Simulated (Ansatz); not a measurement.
# Squeezing and shearing H5C4SN2Cl (Cmcm) (104 atoms), part 2 of 3

How stiff is H5C4SN2Cl (Cmcm) (104 atoms), and how do its levels respond to strain?

Ansatz 0.2.0; Kohn-Sham DFT, LDA, PAW (set soft_2), plane waves.

The cell: 40 H, 32 C, 8 S, 16 N and 8 Cl. Only the Γ point is sampled.

So far. Step 2 (Single point at the start): The r.m.s. force at the start is 0.71 eV/Å. Step 3 (Cell and atoms relaxed): The relaxation converged after 9 steps, with a largest force component of 0.022 eV/Å.

### Step 4. Single point at the relaxed geometry

The electronic structure is read at the final geometry, in a run of its own.

input.yaml

```yaml
crystal:
  lattice:
    - [7.75224, 0.0, 0.0]
    - [0.0, 13.04947, 0.0]
    - [0.0, 0.0, 12.34773]
  atoms:
    - { symbol: H, position: [0.7685, 0.25571, 0.375] }
    - { symbol: H, position: [0.2315, 0.74429, 0.125] }
    - { symbol: H, position: [0.2315, 0.25571, 0.375] }
    - { symbol: H, position: [0.7685, 0.74429, 0.125] }
    - { symbol: H, position: [0.2685, 0.75571, 0.375] }
    - { symbol: H, position: [0.7315, 0.24429, 0.125] }
    [... 92 atom lines left out ...]
    - { symbol: "N", position: [0.85247, 0.71669, 0.875] }
    - { symbol: "N", position: [0.14753, 0.28331, 0.625] }
    - { symbol: Cl, position: [0.5, 0.19527, 0.625] }
    - { symbol: Cl, position: [0.5, 0.80473, 0.875] }
    - { symbol: Cl, position: [1.0, 0.69527, 0.625] }
    - { symbol: Cl, position: [1.0, 0.30473, 0.875] }
kpoints:
  mp_grid: { grid: [1, 1, 1] }
hamiltonian:
  xc: lda
scf:
  occupations: { method: gaussian, width: 0.025 }
output:
  forces: true
  stress: true
  populations: true
  dos:
    method: { smearing: { sigma: 0.08 } }
    de: 0.1
    projected: { site_lists: { C: [C], Cl: [Cl], H: [H], "N": ["N"], S: [S] } }
  eigenvalues: true
  write_density: true
  write_potential: true
  volumetric_format: npy
```

Launch:

```bash
> ansatz run input.yaml --threads 4 --pin off --max-ram 8192MiB --backend cpu --events-out ev --progress --plain --runs-dir out
```

Numbers of over 12 decimals in the logs are rounded to 6 here.

The log of the run:

```text
[...]
Crystal: 104 atoms, lattice volume = 1249.129 Å³
Basis set: ecut = 420 eV, 24423 PW (Γ)
Bands: 280, of which v1, the nominal top of the filled ones, is band 176 counted from 1 (175 counted from 0)
Symmetry: 32 space group operations
[...]
k-points: 1
[...]
SCF iter   1: F=—  HF=-29702.178300 eV  |F-HF|=—  |Δ(HF+E_count)|=         —  Δρ=9.89e-3  dr2=1.61e0  ethr=1.77e-3  ⟨swp⟩=6.0  Hψ=1267  notcnv=0  defer=37
[...]
SCF iter   9: F=-29701.661513 eV  HF=-29701.661513 eV  |F-HF|=1.43e-8  |Δ(HF+E_count)|=   2.12e-7  Δρ=1.76e-6  dr2=4.58e-8  ethr=2.84e-11  ⟨swp⟩=23.0  Hψ=2851  notcnv=0
SCF 1 converged in 9 iterations: F = -29701.661513 eV  dr2 = 4.58e-8
[...]
SCF converged after 9 iterations
Free energy (F): -29701.661513 eV
[...]
Internal energy: -29701.661513 eV  (E = F + TS)
E sigma→0 (E₀):  -29701.661513 eV
Fermi energy:    2.247014 eV
[...]
--- Forces (eV/Å), atoms counted from 1 ---
  atom   1  H     -0.00917715     0.00048628     0.00000000
  atom   2  H      0.00917715    -0.00048628    -0.00000000
  atom   3  H      0.00917715     0.00048628    -0.00000000
  atom   4  H     -0.00917715    -0.00048628     0.00000000
  atom   5  H     -0.00917715     0.00048628     0.00000000
  atom   6  H      0.00917715    -0.00048628    -0.00000000
  atom   7  H      0.00917715     0.00048628    -0.00000000
  atom   8  H     -0.00917715    -0.00048628     0.00000000
  atom   9  H      0.00000000     0.00606932     0.00000000
  atom  10  H      0.00000000    -0.00606932     0.00000000
  atom  11  H      0.00000000     0.00606932     0.00000000
  atom  12  H      0.00000000    -0.00606932    -0.00000000
  atom  13  H     -0.00635762     0.00080907     0.00000000
  atom  14  H      0.00635762    -0.00080907    -0.00000000
[...]
atom 103  Cl     0.00000000    -0.00291892    -0.00000000
  atom 104  Cl    -0.00000000     0.00291892     0.00000000
  max |Σ_I F_I| component: 8.37e-17 eV/Å
--- Stress (GPa, compression-positive) ---
       -0.021252       0.000000       0.000000
        0.000000      -0.002767      -0.000000
        0.000000      -0.000000      -0.027933
  P = ⅓ Tr σ = -0.0173 GPa (-0.173 kbar)
--- Band table (eV) ---
[...]
--- Löwdin populations: 104 sites ---
  site symbol       q [e]
     0      H      0.6931
     1      H      0.6931
     2      H      0.6931
[...]
103     Cl      7.5795
  spilling = 0.011379 (of n_electrons = 352.000000)
```

The job ended after 6.7 s (4 threads of Intel Xeon 6975P-C (Granite Rapids), shared host; peak memory 1.3 GiB).

Numbers from this run:

| Item | Value |
| --- | --- |
| free energy | -29701.6615 eV |
| free energy per atom | -285.5929 eV/atom |
| SCF cycles | 9 |
| pressure | -0.01732 GPa |
| r.m.s. force component | 0.00796 eV/Å |
| longest force | 0.02336 eV/Å |
| Fermi energy | 2.247 eV |
| gap (highest filled to lowest empty level) | 1.884 eV |
| spilling of the projection | 0.01138 |

Löwdin charges by element (they lack the spilled electrons, 0.039 e an atom on average):

```csv
element,coordination,atoms,mean charge (e),spread,least,most
C,all,32,0.0364,0.115,-0.159,0.137
Cl,all,8,-0.580,0,-0.580,-0.580
H,all,40,0.263,0.036,0.226,0.307
N,all,16,-0.0967,0,-0.0967,-0.0967
S,all,8,-0.188,0,-0.188,-0.188
```

States in the cell by windows of 1 eV, zero at the Fermi level; the larger projections on atomic orbitals stand beside the total:

```csv
from (eV),to (eV),total,C p,N p,Cl p,S p,H s,C s
-18,-17,0.0,0.0,0.0,0.0,0.0,0.0,0.0
-17,-16,16.0,1.3,3.4,0.0,0.4,0.9,8.6
-16,-15,0.0,0.0,0.0,0.0,0.0,0.0,0.0
-15,-14,20.2,2.5,1.6,0.0,0.2,1.8,2.1
-14,-13,27.5,6.8,5.3,0.0,0.2,1.8,6.3
-13,-12,16.3,4.7,4.8,0.0,0.0,0.9,1.0
-12,-11,0.0,0.0,0.0,0.0,0.0,0.0,0.0
-11,-10,8.6,1.9,3.0,0.1,0.0,1.5,0.6
-10,-9,23.6,11.2,7.3,0.1,0.1,1.6,1.4
-9,-8,18.9,4.7,8.2,0.8,0.1,4.4,0.3
-8,-7,28.9,13.2,8.3,0.2,0.4,4.2,1.6
-7,-6,16.0,7.0,1.0,0.5,1.1,3.9,0.7
-6,-5,38.0,15.7,9.6,1.0,4.2,5.1,0.4
-5,-4,19.1,10.3,3.6,0.3,3.1,0.5,0.2
-4,-3,7.0,5.8,0.1,0.1,0.8,0.0,0.0
-3,-2,37.1,1.3,2.2,30.8,1.2,0.4,0.2
-2,-1,38.2,3.3,3.4,11.1,19.6,0.1,0.1
-1,0,4.8,0.2,0.2,0.3,4.0,0.0,0.0
0,1,3.8,2.5,1.1,0.0,0.0,0.0,0.0
1,2,22.0,14.3,4.4,0.1,2.0,0.1,0.0
2,3,6.2,3.8,0.7,0.0,1.4,0.0,0.0
3,4,2.4,0.2,0.0,0.0,0.3,0.8,0.3
4,5,20.4,4.9,1.0,0.1,2.2,4.1,1.9
```

The curve was stored every 0.10 eV, coarse against its broadening of 0.08 eV, so these counts are rough.

Between -22 and -18 eV lie 32 more states.

The levels nearest the highest filled one (over half full), pooled over k-points and spins:

```csv
level less the highest filled one (eV),occupation
-0.0906,2
-0.0892,2
-0.0391,2
-0.0391,2
-4.0e-4,2
0,2
1.88,0
1.92,0
2.08,0
2.08,0
2.10,0
2.10,0
```

Valence density in the ab plane at fractional z = 0.125, with atoms of H and C and S and N and Cl within 0.2 Å of it. It is the smooth field of the valence electrons, not physical close to the nuclei.

Ten even steps from '0' (0.0 e/Å³) to '9' (3.5 e/Å³), each cell a mean:
```
0000000002453100000000
0000233335555433331000
0000134555334555420000
0000012552101464100000
0000014994112797200000
2110136996445898520012
3421122223554322210134
2421000001443100000143
3210000012333100000013
0000000013213200000000
1000000002222100000001
4200000000000000000013
5310000000000000000024
5543333100000002333355
3455542000000001345553
0146410000000000125521
1279720000000000149951
4589852001221001369974
5432221113434211222235
4310000014324200000014
3310000001332100000123
1321000000000000000132
2210000000110000000022
0000000001342000000000
```
Columns run along a (7.8 Å), rows up along b (13.0 Å). Atoms in or near the plane, at fractional coordinates: H at (0.23, 0.74), H at (0.77, 0.74), H at (0.73, 0.24), H at (0.27, 0.24), H at (0.50, 0.02), H at (0.00, 0.52), H at (0.22, 0.92), H at (0.78, 0.92), H at (0.72, 0.42), H at (0.28, 0.42), C at (0.50, 0.73), C at (0.00, 0.23), C at (0.50, 0.94), C at (0.00, 0.44) and more.

Electrostatic potential energy in the ab plane at fractional z = 0.125, with atoms of H and C and S and N and Cl within 0.2 Å of it. With pseudopotentials it is smooth inside the atoms' cores, unlike the true potential.

Ten even steps from '0' (-64 eV) to '9' (8 eV), each cell a mean:
```
9999999997425899999999
9999547555103656637999
9999764004666201678999
9999986337888535899999
9999985115887313799999
7899744114435213558998
2479757875102778658863
1379999998556899999852
6799999996445899999986
9999999985454699999999
7899999997545899999998
3799999999989999999996
2589999999999999999974
0365664799999985475551
6620167899999997640046
8853489999999999873378
8731379999999999851158
3531355899878997451144
0377865886324797577761
5789999985213799999986
4579999998667999999964
5469999999999999999854
4689999999878999999975
8999999999647999999999
```
Columns run along a (7.8 Å; values clipped at the 3rd and 97th percentile), rows up along b (13.0 Å). Atoms in or near the plane, at fractional coordinates: H at (0.23, 0.74), H at (0.77, 0.74), H at (0.73, 0.24), H at (0.27, 0.24), H at (0.50, 0.02), H at (0.00, 0.52), H at (0.22, 0.92), H at (0.78, 0.92), H at (0.72, 0.42), H at (0.28, 0.42), C at (0.50, 0.73), C at (0.00, 0.23), C at (0.50, 0.94), C at (0.00, 0.44) and more.

Between filled and empty levels lie 1.88 eV at Γ alone; the mesh holds the band edges only if they fold onto it, so the gap at this level can be narrower or closed, while local or semilocal functionals tend to narrow gaps against experiment. Mean Löwdin charges: C +0.04, Cl -0.58, H +0.26, N -0.10, S -0.19 e (they miss 1.1 % of the electrons, so they add up to more than the cell's charge). The largest share in the top eV of filled states is S p (55 % of the projected weight), and in the lowest eV of empty states C p (69 % of the projected weight).

### Step 5. Volume -3 %

The relaxed cell is scaled evenly and the atoms are relaxed again; the stress at the end gives one point of P(V).

input.yaml

```yaml
crystal:
  lattice:
    - [7.67393, 0.0, 0.0]
    - [0.0, 12.91765, 0.0]
    - [0.0, 0.0, 12.223]
  atoms:
    - { symbol: H, position: [0.7685, 0.25571, 0.375] }
    - { symbol: H, position: [0.2315, 0.74429, 0.125] }
    - { symbol: H, position: [0.2315, 0.25571, 0.375] }
    - { symbol: H, position: [0.7685, 0.74429, 0.125] }
    - { symbol: H, position: [0.2685, 0.75571, 0.375] }
    - { symbol: H, position: [0.7315, 0.24429, 0.125] }
    [... 92 atom lines left out ...]
    - { symbol: "N", position: [0.85247, 0.71669, 0.875] }
    - { symbol: "N", position: [0.14753, 0.28331, 0.625] }
    - { symbol: Cl, position: [0.5, 0.19527, 0.625] }
    - { symbol: Cl, position: [0.5, 0.80473, 0.875] }
    - { symbol: Cl, position: [0.0, 0.69527, 0.625] }
    - { symbol: Cl, position: [0.0, 0.30473, 0.875] }
kpoints:
  mp_grid: { grid: [1, 1, 1] }
hamiltonian:
  xc: lda
scf:
  occupations: { method: gaussian, width: 0.025 }
output:
  forces: true
  eigenvalues: true
  stress: true
relax:
  f_tol: 0.05
  max_steps: 70
```

The log of the run:

```text
Warning: output.stress: scf.convergence.dr2_threshold = 1e-7 eV (the SCF's general default) is looser than the 1.04e-8 eV advised for a printed stress (1e-10 eV for each atom of the cell: 104). What an SCF threshold leaves in a stress goes as its square root, and in the free energy as the threshold itself, and one threshold admits the most on a small cell: [...]
[...]
Crystal: 104 atoms, lattice volume = 1211.656 Å³
Basis set: ecut = 420 eV, 23683 PW (Γ)
Bands: 280, of which v1, the nominal top of the filled ones, is band 176 counted from 1 (175 counted from 0)
Symmetry: 32 space group operations
[...]
k-points: 1
[...]
SCF iter   1: F=—  HF=-29701.748215 eV  |F-HF|=—  |Δ(HF+E_count)|=         —  Δρ=1.01e-2  dr2=1.54e0  ethr=1.77e-3  ⟨swp⟩=6.0  Hψ=1276  notcnv=0  defer=37
[...]
SCF iter   6: F=—  HF=-29701.245043 eV  |F-HF|=—  |Δ(HF+E_count)|=   1.71e-4  Δρ=4.96e-5  dr2=3.22e-5  ethr=1.20e-7  ⟨swp⟩=2.0  Hψ=295  notcnv=0  defer=95
SCF iter   7: F=-29701.245057 eV  HF=-29701.245061 eV  |F-HF|=3.79e-6  |Δ(HF+E_count)|=   1.77e-5  Δρ=2.16e-5  dr2=7.39e-6  ethr=9.15e-9  ⟨swp⟩=22.0  Hψ=2144  notcnv=0
SCF 1 converged in 7 iterations: F = -29701.245057 eV  dr2 = 7.39e-6
[...]
relax step   1: F+E_penalty+E_count = -29701.24505711 eV  Δ(F+E_penalty+E_count) = +0.000e0 eV  max|allowed force component| = 7.064e-1 eV/Å  Δτ_max = 0.0000 Å  (7 SCF iters, dr2 threshold 6.25e-5 eV, accepted)
[...]
relax step   2: F+E_penalty+E_count = -29701.52841819 eV  Δ(F+E_penalty+E_count) = -2.834e-1 eV  max|allowed force component| = 3.344e-1 eV/Å  Δτ_max = 0.0215 Å  (5 SCF iters, dr2 threshold 3.12e-5 eV, accepted)
[...]
relax step   3: F+E_penalty+E_count = -29701.56827043 eV  Δ(F+E_penalty+E_count) = -3.985e-2 eV  max|allowed force component| = 9.623e-2 eV/Å  Δτ_max = 0.0143 Å  (6 SCF iters, dr2 threshold 6.99e-6 eV, accepted)
[...]
relax step   4: F+E_penalty+E_count = -29701.56941265 eV  Δ(F+E_penalty+E_count) = -1.142e-3 eV  max|allowed force component| = 3.958e-2 eV/Å  Δτ_max = 0.0152 Å  (7 SCF iters, accepted)
SCF converged after 7 iterations
Free energy (F): -29701.569413 eV
[...]
Internal energy: -29701.569413 eV  (E = F + TS)
E sigma→0 (E₀):  -29701.569413 eV
Fermi energy:    2.485688 eV
[...]
Σ components = -29701.569413   (vs F -29701.569413, Δ=0.00e0)
--- Forces (eV/Å), atoms counted from 1 ---
  atom   1  H     -0.00055326    -0.00466953    -0.00000000
  atom   2  H      0.00055326     0.00466953    -0.00000000
  atom   3  H      0.00055326    -0.00466953    -0.00000000
  atom   4  H     -0.00055326     0.00466953    -0.00000000
[...]
atom 104  Cl     0.00000000    -0.01276149    -0.00000000
  max |Σ_I F_I| component: 4.86e-17 eV/Å
--- Stress (GPa, compression-positive) ---
        1.077646       0.000000       0.000000
       -0.000000       0.942129      -0.000000
       -0.000000       0.000000       0.253975
  P = ⅓ Tr σ = 0.7579 GPa (7.579 kbar)
--- Band table (eV) ---
[...]
--- Relaxed structure (4 steps of the walk, 4 accepted, 0 SCFs on fresh bases) ---
  F+E_penalty+E_count = -29701.56941265 eV   max|allowed force component| = 3.958e-2 eV/Å
  atoms:
    - { symbol: H, position: [0.770868, 0.256165, 0.375] }
    - { symbol: H, position: [0.229132, 0.743835, 0.125000] }
    - { symbol: H, position: [0.229132, 0.256165, 0.375] }
    - { symbol: H, position: [0.770868, 0.743835, 0.125000] }
[...]
- { symbol: Cl, position: [0, 0.305826, 0.875000] }
```

The job ended after 18 s (4 threads; peak memory 1.3 GiB).

The program notes that the SCF threshold is loose for the stress.

The relaxation converged after 4 steps, 0.324 eV below its start, with a largest force component of 0.040 eV/Å.

Volume -3 %: the energy stands 0.0921 eV above that of the reference, at a pressure of 0.758 GPa.

### Step 6. Volume +3 %

The relaxed cell is scaled to another volume.

input.yaml, the sections that differ from step 5:

```yaml
crystal:
  lattice:
    - [7.829, 0.0, 0.0]
    - [0.0, 13.17868, 0.0]
    - [0.0, 0.0, 12.46999]
  atoms:
    [... the 104 atom lines of step 5 ...]
# kpoints, hamiltonian, scf, output, relax: as in step 5
```

The log of the run:

```text
[...]
Crystal: 104 atoms, lattice volume = 1286.602 Å³
Basis set: ecut = 420 eV, 25131 PW (Γ)
Bands: 280, of which v1, the nominal top of the filled ones, is band 176 counted from 1 (175 counted from 0)
Symmetry: 32 space group operations
[...]
k-points: 1
[...]
SCF iter   1: F=—  HF=-29701.809976 eV  |F-HF|=—  |Δ(HF+E_count)|=         —  Δρ=9.74e-3  dr2=1.71e0  ethr=1.77e-3  ⟨swp⟩=5.0  Hψ=1152  notcnv=0  defer=70
[...]
SCF iter   6: F=—  HF=-29701.270525 eV  |F-HF|=—  |Δ(HF+E_count)|=   2.41e-4  Δρ=5.53e-5  dr2=4.67e-5  ethr=1.43e-7  ⟨swp⟩=2.0  Hψ=297  notcnv=0  defer=95
SCF iter   7: F=-29701.270539 eV  HF=-29701.270545 eV  |F-HF|=6.03e-6  |Δ(HF+E_count)|=   2.03e-5  Δρ=2.64e-5  dr2=1.15e-5  ethr=1.33e-8  ⟨swp⟩=18.0  Hψ=2166  notcnv=0
SCF 1 converged in 7 iterations: F = -29701.270539 eV  dr2 = 1.15e-5
[...]
relax step   1: F+E_penalty+E_count = -29701.27053873 eV  Δ(F+E_penalty+E_count) = +0.000e0 eV  max|allowed force component| = 6.163e-1 eV/Å  Δτ_max = 0.0000 Å  (7 SCF iters, dr2 threshold 6.25e-5 eV, accepted)
[...]
relax step   2: F+E_penalty+E_count = -29701.55032244 eV  Δ(F+E_penalty+E_count) = -2.798e-1 eV  max|allowed force component| = 2.997e-1 eV/Å  Δτ_max = 0.0255 Å  (6 SCF iters, dr2 threshold 2.37e-5 eV, accepted)
[...]
relax step   3: F+E_penalty+E_count = -29701.59059620 eV  Δ(F+E_penalty+E_count) = -4.027e-2 eV  max|allowed force component| = 9.178e-2 eV/Å  Δτ_max = 0.0154 Å  (6 SCF iters, dr2 threshold 5.61e-6 eV, accepted)
[...]
relax step   4: F+E_penalty+E_count = -29701.59151145 eV  Δ(F+E_penalty+E_count) = -9.153e-4 eV  max|allowed force component| = 3.751e-2 eV/Å  Δτ_max = 0.0150 Å  (7 SCF iters, accepted)
SCF converged after 7 iterations
Free energy (F): -29701.591511 eV
[...]
Internal energy: -29701.591511 eV  (E = F + TS)
E sigma→0 (E₀):  -29701.591511 eV
Fermi energy:    2.022978 eV
[...]
Σ components = -29701.591511   (vs F -29701.591511, Δ=0.00e0)
--- Forces (eV/Å), atoms counted from 1 ---
  atom   1  H      0.00121482     0.00548674    -0.00000000
  atom   2  H     -0.00121482    -0.00548674    -0.00000000
  atom   3  H     -0.00121482     0.00548674    -0.00000000
  atom   4  H      0.00121482    -0.00548674    -0.00000000
[...]
atom 104  Cl    -0.00000000     0.01317336    -0.00000000
  max |Σ_I F_I| component: 5.55e-17 eV/Å
--- Stress (GPa, compression-positive) ---
       -0.738038      -0.000000       0.000000
        0.000000      -0.607687       0.000000
        0.000000       0.000000      -0.261116
  P = ⅓ Tr σ = -0.5356 GPa (-5.356 kbar)
--- Band table (eV) ---
[...]
--- Relaxed structure (4 steps of the walk, 4 accepted, 0 SCFs on fresh bases) ---
  F+E_penalty+E_count = -29701.59151145 eV   max|allowed force component| = 3.751e-2 eV/Å
  atoms:
    - { symbol: H, position: [0.765988, 0.255720, 0.375] }
    - { symbol: H, position: [0.234012, 0.744280, 0.125000] }
    - { symbol: H, position: [0.234012, 0.255720, 0.375] }
    - { symbol: H, position: [0.765988, 0.744280, 0.125000] }
[...]
- { symbol: Cl, position: [0, 0.303847, 0.875] }
```

The job ended after 19 s (4 threads; peak memory 1.3 GiB).

The relaxation converged after 4 steps, 0.321 eV below its start, with a largest force component of 0.038 eV/Å.

Volume +3 %: the energy stands 0.0700 eV above that of the reference, at a pressure of -0.536 GPa.

### Step 7. Volume -6 %

The relaxed cell is scaled to another volume.

input.yaml, the sections that differ from step 6:

```yaml
crystal:
  lattice:
    - [7.59399, 0.0, 0.0]
    - [0.0, 12.78308, 0.0]
    - [0.0, 0.0, 12.09566]
  atoms:
    [... the 104 atom lines of step 5 ...]
# kpoints, hamiltonian, scf, output, relax: as in step 6
```

The log of the run:

```text
[...]
Crystal: 104 atoms, lattice volume = 1174.181 Å³
Basis set: ecut = 420 eV, 22971 PW (Γ)
Bands: 280, of which v1, the nominal top of the filled ones, is band 176 counted from 1 (175 counted from 0)
Symmetry: 32 space group operations
[...]
k-points: 1
[...]
SCF iter   1: F=—  HF=-29700.406507 eV  |F-HF|=—  |Δ(HF+E_count)|=         —  Δρ=1.04e-2  dr2=1.49e0  ethr=1.77e-3  ⟨swp⟩=6.0  Hψ=1269  notcnv=0  defer=37
[...]
SCF iter   6: F=—  HF=-29699.912778 eV  |F-HF|=—  |Δ(HF+E_count)|=   1.47e-4  Δρ=4.91e-5  dr2=2.97e-5  ethr=1.15e-7  ⟨swp⟩=2.0  Hψ=343  notcnv=0  defer=95
SCF iter   7: F=-29699.912791 eV  HF=-29699.912795 eV  |F-HF|=3.58e-6  |Δ(HF+E_count)|=   1.67e-5  Δρ=2.01e-5  dr2=6.76e-6  ethr=8.42e-9  ⟨swp⟩=22.0  Hψ=1948  notcnv=0
SCF 1 converged in 7 iterations: F = -29699.912791 eV  dr2 = 6.76e-6
[...]
relax step   1: F+E_penalty+E_count = -29699.91279130 eV  Δ(F+E_penalty+E_count) = +0.000e0 eV  max|allowed force component| = 1.481e0 eV/Å  Δτ_max = 0.0000 Å  (7 SCF iters, dr2 threshold 6.25e-5 eV, accepted)
[...]
relax step   2: F+E_penalty+E_count = -29701.11243708 eV  Δ(F+E_penalty+E_count) = -1.200e0 eV  max|allowed force component| = 6.905e-1 eV/Å  Δτ_max = 0.0459 Å  (6 SCF iters, dr2 threshold 1.00e-4 eV, accepted)
[...]
relax step   3: F+E_penalty+E_count = -29701.27701680 eV  Δ(F+E_penalty+E_count) = -1.646e-1 eV  max|allowed force component| = 1.929e-1 eV/Å  Δτ_max = 0.0240 Å  (5 SCF iters, dr2 threshold 2.98e-5 eV, accepted)
relax step   4: F+E_penalty+E_count = -29701.28154531 eV  Δ(F+E_penalty+E_count) = -4.529e-3 eV  max|allowed force component| = 8.173e-2 eV/Å  Δτ_max = 0.0246 Å  (6 SCF iters, dr2 threshold 2.90e-6 eV, accepted)
[...]
relax step   5: F+E_penalty+E_count = -29701.28295461 eV  Δ(F+E_penalty+E_count) = -1.409e-3 eV  max|allowed force component| = 3.917e-2 eV/Å  Δτ_max = 0.0100 Å  (7 SCF iters, accepted)
SCF converged after 7 iterations
Free energy (F): -29701.282955 eV
[...]
Internal energy: -29701.282955 eV  (E = F + TS)
E sigma→0 (E₀):  -29701.282955 eV
Fermi energy:    2.740080 eV
[...]
Σ components = -29701.282955   (vs F -29701.282955, Δ=0.00e0)
--- Forces (eV/Å), atoms counted from 1 ---
  atom   1  H      0.00124553    -0.00684775    -0.00000000
  atom   2  H     -0.00124553     0.00684775    -0.00000000
  atom   3  H     -0.00124553    -0.00684775    -0.00000000
  atom   4  H      0.00124553     0.00684775    -0.00000000
[...]
atom 104  Cl    -0.00000000    -0.00492946     0.00000000
  max |Σ_I F_I| component: 1.73e-17 eV/Å
--- Stress (GPa, compression-positive) ---
        2.487239      -0.000000       0.000000
        0.000000       2.095196       0.000000
        0.000000      -0.000000       0.605993
  P = ⅓ Tr σ = 1.7295 GPa (17.295 kbar)
--- Band table (eV) ---
[...]
--- Relaxed structure (5 steps of the walk, 5 accepted, 0 SCFs on fresh bases) ---
  F+E_penalty+E_count = -29701.28295461 eV   max|allowed force component| = 3.917e-2 eV/Å
  atoms:
    - { symbol: H, position: [0.773342, 0.255979, 0.375] }
    - { symbol: H, position: [0.226658, 0.744021, 0.125] }
    - { symbol: H, position: [0.226658, 0.255979, 0.375] }
    - { symbol: H, position: [0.773342, 0.744021, 0.125] }
[...]
- { symbol: Cl, position: [2.592530665620093e-19, 0.305744, 0.875000] }
```

It took 22 s on 4 threads; peak memory 1.2 GiB.

The relaxation converged after 5 steps, 1.37 eV below its start, with a largest force component of 0.039 eV/Å.

Volume -6 %: the energy stands 0.379 eV above that of the reference, at a pressure of 1.73 GPa.

(Continued in part 3 of 3.)

[Logs are printed without paths, hosts, clocks, repeated set-up lines and the standing remarks that a program may print on its own settings, such as how far it seeks lower states.]

[Hosts, paths, dates, database ids (printed as entryN), source tags and the programs' standing remarks are cut or masked in the printed files.]
